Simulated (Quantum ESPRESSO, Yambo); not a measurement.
# Ga2O3 (R-3c): G0W0 with Yambo, start to end, part 2 of 3

How does a plane-wave GW calculation on Ga2O3 (R-3c) run from the first input to the gap?

Quantum ESPRESSO 7.5 and Yambo 5.3.0; PBE and many-body steps on it, plane waves. Known limits of the many-body steps: not at the basis limit; no spin-orbit coupling.

So far. Step 2 (Ground state): The gap is indirect, with the least direct gap 0.25 eV higher.

## 3. Bands along the symmetry lines

Level of this step: DFT, PBE, plane waves, norm-conserving pseudopotentials (Quantum ESPRESSO).

Levels along a band path, at the cheap level, show where the edges lie and whether the meshes to come will hold them.

pw.in

```
&control
  calculation = 'bands'
  prefix = 'x'
  outdir = 'o'
  pseudo_dir = 'pseudo'
/
&system
  ibrav = 0
  nat = 10
  ntyp = 2
  ecutwfc = 104.0
  nbnd = 66
  force_symmorphic = .true.
/
&electrons
  conv_thr = 1e-9
  electron_maxstep = 80
  diago_full_acc = .true.
  diago_thr_init = 5e-6
/
ATOMIC_SPECIES
  Ga 69.723 Ga.upf
  O 15.999 O.upf
CELL_PARAMETERS angstrom
  2.4986991939 1.4426246522 4.4835497685
  -2.4986991939 1.4426246522 4.4835497685
  0.0000000000 -2.8852493044 4.4835497685
ATOMIC_POSITIONS crystal
  Ga 0.8555855800 0.8555855800 0.8555855800
  Ga 0.6444144200 0.6444144200 0.6444144200
  Ga 0.1444144200 0.1444144200 0.1444144200
  Ga 0.3555855800 0.3555855800 0.3555855800
  O 0.7500000000 0.4468328200 0.0531671800
  O 0.4468328200 0.0531671800 0.7500000000
  O 0.0531671800 0.7500000000 0.4468328200
  O 0.2500000000 0.5531671800 0.9468328200
  O 0.9468328200 0.2500000000 0.5531671800
  O 0.5531671800 0.9468328200 0.2500000000
K_POINTS crystal
  59
  0.00000000 0.00000000 0.00000000 1
  0.06250000 0.06250000 0.06250000 1
  0.12500000 0.12500000 0.12500000 1
  0.18750000 0.18750000 0.18750000 1
  0.25000000 0.25000000 0.25000000 1
  0.31250000 0.31250000 0.31250000 1
  0.37500000 0.37500000 0.37500000 1
  0.43750000 0.43750000 0.43750000 1
  0.50000000 0.50000000 0.50000000 1
  0.53303924 0.46696076 0.50000000 1
  0.56607847 0.43392153 0.50000000 1
  0.59911771 0.40088229 0.50000000 1
  0.63215694 0.36784306 0.50000000 1
  0.66519618 0.33480382 0.50000000 1
  0.69823542 0.30176458 0.50000000 1
  0.73127465 0.26872535 0.50000000 1
  0.76431389 0.23568611 0.50000000 1
  0.50000000 -0.23568611 0.23568611 1
  0.50000000 -0.20622535 0.20622535 1
  0.50000000 -0.17676458 0.17676458 1
  0.50000000 -0.14730382 0.14730382 1
  0.50000000 -0.11784306 0.11784306 1
  0.50000000 -0.08838229 0.08838229 1
  0.50000000 -0.05892153 0.05892153 1
  0.50000000 -0.02946076 0.02946076 1
  0.50000000 0.00000000 0.00000000 1
  0.43750000 0.00000000 0.00000000 1
  0.37500000 0.00000000 0.00000000 1
  0.31250000 0.00000000 0.00000000 1
  0.25000000 0.00000000 0.00000000 1
  0.18750000 0.00000000 0.00000000 1
  0.12500000 0.00000000 0.00000000 1
  0.06250000 0.00000000 0.00000000 1
  0.00000000 0.00000000 0.00000000 1
  0.04598038 -0.04598038 0.00000000 1
  0.09196076 -0.09196076 0.00000000 1
  0.13794114 -0.13794114 0.00000000 1
  0.18392153 -0.18392153 0.00000000 1
  0.22990191 -0.22990191 0.00000000 1
  0.27588229 -0.27588229 0.00000000 1
  0.32186267 -0.32186267 0.00000000 1
  0.36784305 -0.36784305 0.00000000 1
  0.63215695 0.00000000 0.36784305 1
  0.61563733 0.00000000 0.38436267 1
  0.59911771 0.00000000 0.40088229 1
  0.58259809 0.00000000 0.41740191 1
  0.56607848 0.00000000 0.43392153 1
  0.54955886 0.00000000 0.45044114 1
  0.53303924 0.00000000 0.46696076 1
  0.51651962 0.00000000 0.48348038 1
  0.50000000 0.00000000 0.50000000 1
  0.43750000 0.00000000 0.43750000 1
  0.37500000 0.00000000 0.37500000 1
  0.31250000 0.00000000 0.31250000 1
  0.25000000 0.00000000 0.25000000 1
  0.18750000 0.00000000 0.18750000 1
  0.12500000 0.00000000 0.12500000 1
  0.06250000 0.00000000 0.06250000 1
  0.00000000 0.00000000 0.00000000 1
```

Run with:

```sh
$ OMP_NUM_THREADS=1 mpirun -n 32 pw.x -nk 32 -in pw.in > pw.out
```

What it wrote:

```text
[banner, memory and clock lines left out]
Program PWSCF v.7.5 starts

     Atomic positions and unit cell read from directory:
     o/x.save/

     Message from routine setup:
     using ibrav=0 with symmetry is DISCOURAGED, use correct ibrav instead

     G-vector sticks info

     bravais-lattice index     =            0
     lattice parameter (alat)  =      10.0754  a.u.
     unit-cell volume          =     654.3908 (a.u.)^3
     number of atoms/cell      =           10
     number of atomic types    =            2
     number of electrons       =       120.00
     number of Kohn-Sham states=           66
     kinetic-energy cutoff     =     104.0000  Ry
     charge density cutoff     =     416.0000  Ry
     Exchange-correlation= PBE
                           (   1   4   3   4   0   0   0)

     celldm(1)=  10.075427  celldm(2)=   0.000000  celldm(3)=   0.000000
     celldm(4)=   0.000000  celldm(5)=   0.000000  celldm(6)=   0.000000

     crystal axes: (cart. coord. in units of alat)
               a(1) = (   0.468651   0.270576   0.840925 )
               a(2) = (  -0.468651   0.270576   0.840925 )
               a(3) = (   0.000000  -0.541151   0.840925 )

     reciprocal axes: (cart. coord. in units 2 pi/alat)
               b(1) = (  1.066892  0.615971  0.396389 )
               b(2) = ( -1.066892  0.615971  0.396389 )
               b(3) = (  0.000000 -1.231941  0.396389 )
     Pseudo is Norm-conserving + core correction, Zval = 21.0
     Generated using ONCVPSP code by D. R. Hamann
     Using radial grid of 1902 points,  6 beta functions with:
     Pseudo is Norm-conserving + core correction, Zval =  6.0
     Generated using ONCVPSP code by D. R. Hamann
     Using radial grid of  936 points,  5 beta functions with:
     Ga               21.00    69.72300     Ga( 1.00)
     O                 6.00    15.99900     O ( 1.00)

      6 Sym. Ops., with inversion, found

   Cartesian axes

     site n.     atom                  positions (alat units)
         1        Ga     tau(   1) = (  -0.0000000   0.0000000   2.1584505  )
         2        Ga     tau(   2) = (  -0.0000000  -0.0000000   1.6257130  )
         3        Ga     tau(   3) = (   0.0000000   0.0000000   0.3643252  )
         4        Ga     tau(   4) = (  -0.0000000  -0.0000000   0.8970627  )
         5        O      tau(   5) = (   0.1420795   0.2950623   1.0511565  )
         6        O      tau(   6) = (   0.1844917  -0.2705757   1.0511565  )
         7        O      tau(   7) = (  -0.3265713  -0.0244867   1.0511565  )
         8        O      tau(   8) = (  -0.1420795  -0.2950623   1.4716191  )
         9        O      tau(   9) = (   0.3265713   0.0244867   1.4716191  )
        10        O      tau(  10) = (  -0.1844917   0.2705757   1.4716191  )

     number of k points=    59
                       cart. coord. in units 2pi/alat
        k(    1) = (   0.0000000   0.0000000   0.0000000), wk =   0.0338983
        k(    2) = (   0.0000000   0.0000000   0.0743229), wk =   0.0338983
        k(    3) = (   0.0000000   0.0000000   0.1486458), wk =   0.0338983
[...]
[... 47 further rows ...]
        k(   58) = (   0.0666808  -0.0384982   0.0495486), wk =   0.0338983
        k(   59) = (   0.0000000   0.0000000   0.0000000), wk =   0.0338983

     Dense  grid:    93727 G-vectors     FFT dimensions: (  72,  72,  72)

     The potential is recalculated from file :
     o/x.save/charge-density

     Starting wfcs are   76 randomized atomic wfcs

     Band Structure Calculation

     End of band structure calculation

          k = 0.0000 0.0000 0.0000 ( 11739 PWs)   bands (ev):

  -130.2992-130.2991-130.2990-130.2989 -81.0522 -81.0520 -81.0500 -81.0498
   -81.0286 -81.0286 -81.0285 -81.0285 -81.0270 -81.0270 -81.0267 -81.0267
    -7.8787  -5.9124  -5.9124  -5.8617  -5.8480  -5.8480  -1.7567  -1.7567
    -1.6657  -1.6657  -1.6038  -1.5705  -1.5305  -1.5305  -1.4923  -1.4923
[...]
21.2188  21.3037

          k = 0.0000 0.0000 0.0743 ( 11748 PWs)   bands (ev):

  -130.2992-130.2991-130.2990-130.2989 -81.0521 -81.0520 -81.0500 -81.0499
[...]
21.2383  21.2555

          k = 0.0000 0.0000 0.1486 ( 11781 PWs)   bands (ev):

  -130.2992-130.2991-130.2990-130.2989 -81.0522 -81.0520 -81.0501 -81.0500
[...]
21.1141  21.3034

[...]
k = 0.0000-0.0000 0.3716 ( 11728 PWs)   bands (ev):

[...]
k = 0.0000-0.0000 0.5203 ( 11740 PWs)   bands (ev):

[...]
k = 0.7849-0.1275 0.1982 ( 11700 PWs)   bands (ev):

[...]
k = 0.0981 0.0000-0.0000 ( 11735 PWs)   bands (ev):

[...]
k = 0.1962 0.0000-0.0000 ( 11727 PWs)   bands (ev):

[...]
k = 0.3924 0.0000-0.0000 ( 11723 PWs)   bands (ev):

[...]
k = 0.6868 0.0000 0.0000 ( 11727 PWs)   bands (ev):

[...]
k = 0.1334-0.0770 0.0991 ( 11757 PWs)   bands (ev):

[...]
k = 0.0667-0.0385 0.0495 ( 11730 PWs)   bands (ev):

  -130.2992-130.2991-130.2990-130.2989 -81.0521 -81.0520 -81.0499 -81.0499
[...]
20.9025  21.2326

          k = 0.0000 0.0000 0.0000 ( 11739 PWs)   bands (ev):

  -130.2992-130.2991-130.2990-130.2989 -81.0522 -81.0520 -81.0500 -81.0498
[...]
7.4571   7.4571   7.7603  10.0026  10.0026  10.4870  10.4870  10.6932
    10.6970  10.6970  10.7684  10.7684  13.8517  17.7027  17.8663  19.8989
    21.2188  21.3037

     XML data file, pseudopotentials, collected wavefunctions
```

Elapsed: 12 s, on 32 MPI ranks of Arm Neoverse V2, shared host; peak memory 5.2 GiB.

Numbers from this step:

```
gap                        : 2.837 eV
k of the valence top       : 0.1839, -0.1839, 0
k of the conduction bottom : 0, 0, 0
least direct gap           : 3.083 eV
```

The gap is 2.837 eV, +0.003 eV from the run before at this level.

The electronic bands at the labelled points (eV, zero at the top of the highest filled band):

| point | band 57 | band 58 | band 59 | band 60 | band 61 | band 62 | band 63 | band 64 |
| --- | --- | --- | --- | --- | --- | --- | --- | --- |
| Γ | -0.32 | -0.32 | -0.25 | -0.25 | 2.84 | 6.69 | 6.85 | 8.88 |
| halfway | -0.36 | -0.36 | -0.21 | -0.21 | 4.16 | 6.73 | 6.85 | 8.95 |
| T | -0.30 | -0.30 | -0.30 | -0.30 | 5.87 | 5.87 | 7.88 | 7.88 |
| halfway | -0.78 | -0.78 | -0.42 | -0.42 | 6.39 | 6.39 | 7.81 | 7.81 |
| H2 | -0.56 | -0.56 | -0.33 | -0.33 | 6.71 | 6.71 | 7.25 | 7.25 |
| jump to H0 | -0.56 | -0.56 | -0.33 | -0.33 | 6.71 | 6.71 | 7.25 | 7.25 |
| halfway | -0.56 | -0.56 | -0.23 | -0.23 | 6.42 | 6.42 | 6.92 | 6.92 |
| L | -0.96 | -0.96 | -0.15 | -0.15 | 6.41 | 6.41 | 6.74 | 6.74 |
| halfway | -0.60 | -0.55 | -0.19 | -0.04 | 4.40 | 6.52 | 7.33 | 8.17 |
| Γ | -0.32 | -0.32 | -0.25 | -0.25 | 2.84 | 6.69 | 6.85 | 8.88 |
| halfway | -0.63 | -0.25 | -0.23 | 0.00 | 4.87 | 6.37 | 7.38 | 7.90 |
| S0 | -0.61 | -0.50 | -0.48 | -0.17 | 6.51 | 6.62 | 7.18 | 7.22 |
| jump to S2 | -0.61 | -0.50 | -0.48 | -0.17 | 6.51 | 6.62 | 7.18 | 7.22 |
| halfway | -0.76 | -0.65 | -0.31 | -0.15 | 6.52 | 6.73 | 7.49 | 7.51 |
| F | -0.85 | -0.70 | -0.25 | -0.14 | 6.55 | 6.75 | 7.60 | 7.70 |
| halfway | -0.64 | -0.54 | -0.28 | -0.23 | 4.70 | 6.61 | 7.41 | 8.33 |
| Γ | -0.32 | -0.32 | -0.25 | -0.25 | 2.84 | 6.69 | 6.85 | 8.88 |

## 4. Empty states on the mesh, 4×4×4 mesh, 136 bands

The sums over transitions need many empty states on a uniform mesh; this step solves for them.

pw.in

```
&control
  calculation = 'nscf'
  prefix = 'x'
  outdir = 'o'
  pseudo_dir = 'pseudo'
/
&system
  ibrav = 0
  nat = 10
  ntyp = 2
  ecutwfc = 104.0
  nbnd = 136
  force_symmorphic = .true.
/
&electrons
  conv_thr = 1e-9
  electron_maxstep = 80
  diago_full_acc = .true.
  diago_thr_init = 5e-6
/
ATOMIC_SPECIES
  Ga 69.723 Ga.upf
  O 15.999 O.upf
CELL_PARAMETERS angstrom
  2.4986991939 1.4426246522 4.4835497685
  -2.4986991939 1.4426246522 4.4835497685
  0.0000000000 -2.8852493044 4.4835497685
ATOMIC_POSITIONS crystal
  Ga 0.8555855800 0.8555855800 0.8555855800
  Ga 0.6444144200 0.6444144200 0.6444144200
  Ga 0.1444144200 0.1444144200 0.1444144200
  Ga 0.3555855800 0.3555855800 0.3555855800
  O 0.7500000000 0.4468328200 0.0531671800
  O 0.4468328200 0.0531671800 0.7500000000
  O 0.0531671800 0.7500000000 0.4468328200
  O 0.2500000000 0.5531671800 0.9468328200
  O 0.9468328200 0.2500000000 0.5531671800
  O 0.5531671800 0.9468328200 0.2500000000
K_POINTS automatic
  4 4 4 0 0 0
```

Run with:

```sh
$ OMP_NUM_THREADS=1 mpirun -n 32 pw.x -nk 4 -in pw.in > pw.out
```

What it wrote:

```text
[banner, memory and clock lines left out]
Program PWSCF v.7.5 starts

     Atomic positions and unit cell read from directory:
     o/x.save/

     Message from routine setup:
     using ibrav=0 with symmetry is DISCOURAGED, use correct ibrav instead

     bravais-lattice index     =            0
     lattice parameter (alat)  =      10.0754  a.u.
     unit-cell volume          =     654.3908 (a.u.)^3
     number of atoms/cell      =           10
     number of atomic types    =            2
     number of electrons       =       120.00
     number of Kohn-Sham states=          136
     kinetic-energy cutoff     =     104.0000  Ry
     charge density cutoff     =     416.0000  Ry
     Exchange-correlation= PBE
                           (   1   4   3   4   0   0   0)

     celldm(1)=  10.075427  celldm(2)=   0.000000  celldm(3)=   0.000000
     celldm(4)=   0.000000  celldm(5)=   0.000000  celldm(6)=   0.000000

     crystal axes: (cart. coord. in units of alat)
               a(1) = (   0.468651   0.270576   0.840925 )
               a(2) = (  -0.468651   0.270576   0.840925 )
               a(3) = (   0.000000  -0.541151   0.840925 )

     reciprocal axes: (cart. coord. in units 2 pi/alat)
               b(1) = (  1.066892  0.615971  0.396389 )
               b(2) = ( -1.066892  0.615971  0.396389 )
               b(3) = (  0.000000 -1.231941  0.396389 )
     Pseudo is Norm-conserving + core correction, Zval = 21.0
     Generated using ONCVPSP code by D. R. Hamann
     Using radial grid of 1902 points,  6 beta functions with:
     Pseudo is Norm-conserving + core correction, Zval =  6.0
     Generated using ONCVPSP code by D. R. Hamann
     Using radial grid of  936 points,  5 beta functions with:
     Ga               21.00    69.72300     Ga( 1.00)
     O                 6.00    15.99900     O ( 1.00)

      6 Sym. Ops., with inversion, found

   Cartesian axes

     site n.     atom                  positions (alat units)
         1        Ga     tau(   1) = (  -0.0000000   0.0000000   2.1584505  )
         2        Ga     tau(   2) = (  -0.0000000  -0.0000000   1.6257130  )
         3        Ga     tau(   3) = (   0.0000000   0.0000000   0.3643252  )
         4        Ga     tau(   4) = (  -0.0000000  -0.0000000   0.8970627  )
         5        O      tau(   5) = (   0.1420795   0.2950623   1.0511565  )
         6        O      tau(   6) = (   0.1844917  -0.2705757   1.0511565  )
         7        O      tau(   7) = (  -0.3265713  -0.0244867   1.0511565  )
         8        O      tau(   8) = (  -0.1420795  -0.2950623   1.4716191  )
         9        O      tau(   9) = (   0.3265713   0.0244867   1.4716191  )
        10        O      tau(  10) = (  -0.1844917   0.2705757   1.4716191  )

     number of k points=    14
                       cart. coord. in units 2pi/alat
        k(    1) = (   0.0000000   0.0000000   0.0000000), wk =   0.0312500
        k(    2) = (   0.0000000  -0.3079853   0.0990972), wk =   0.1875000
        k(    3) = (   0.0000000   0.6159706  -0.1981944), wk =   0.0937500
[...]
k(   13) = (   0.0000000   0.0000000  -0.5945832), wk =   0.0312500
        k(   14) = (  -0.2667231  -0.7699633   0.0990972), wk =   0.1875000

     Dense  grid:    93727 G-vectors     FFT dimensions: (  72,  72,  72)

     The potential is recalculated from file :
     o/x.save/charge-density

     Starting wfcs are   76 randomized atomic wfcs +   60 random wfcs

     Band Structure Calculation

     End of band structure calculation

          k = 0.0000 0.0000 0.0000 ( 11739 PWs)   bands (ev):

  -130.2992-130.2991-130.2990-130.2989 -81.0522 -81.0520 -81.0500 -81.0498
   -81.0286 -81.0286 -81.0285 -81.0285 -81.0270 -81.0270 -81.0267 -81.0267
    -7.8787  -5.9124  -5.9124  -5.8617  -5.8480  -5.8480  -1.7567  -1.7567
    -1.6657  -1.6657  -1.6038  -1.5705  -1.5305  -1.5305  -1.4923  -1.4923
[...]
[... 5 further rows ...]
[...]
k = 0.0000-0.3080 0.0991 ( 11723 PWs)   bands (ev):

  -130.2992-130.2991-130.2990-130.2989 -81.0521 -81.0520 -81.0500 -81.0500
[...]
[... 5 further rows ...]
[...]
k = 0.0000 0.6160-0.1982 ( 11710 PWs)   bands (ev):

  -130.2991-130.2991-130.2990-130.2990 -81.0521 -81.0521 -81.0500 -81.0500
[...]
[... 5 further rows ...]
    49.6356  49.6356  50.0453  50.0453  51.5839  51.5839  51.6236  51.6236
    52.2103  52.2103  53.7718  53.7718  54.1061  54.1061  55.6474  55.6474

          k =-0.2667-0.1540 0.1982 ( 11740 PWs)   bands (ev):

     [... further k-points ...]

     highest occupied, lowest unoccupied level (ev):    10.9780   13.8517

     XML data file, pseudopotentials, collected wavefunctions
```

It took 10 s on 32 MPI ranks; peak memory 2.2 GiB.

This step gave:

| Quantity | Value |
| --- | --- |
| gap | 2.874 eV |
| k of the valence top | 0, 0, 0.25 |
| k of the conduction bottom | 0, 0, 0 |
| least direct gap | 3.083 eV |
| k points computed | 14 |
| lowest point of the top converged band, above the valence top | 43.79 eV |

On this mesh the gap is 2.874 eV. The earlier step found 2.834 eV, so this mesh misses an edge.

[end of part 2 of 3]

[Paths, hosts, dates, memory and timing lines, banners, echoed tables and standing remarks are left out of the program output.]

[Logs are printed without paths, hosts, clocks, repeated set-up lines and the standing remarks that a program may print on its own settings, such as how far it seeks lower states.]

[Runs of the session that timed out or met a known fault of the program may be left out.]

[Hosts, paths, dates, database ids (printed as entryN), source tags and the programs' standing remarks are cut or masked in the printed files.]
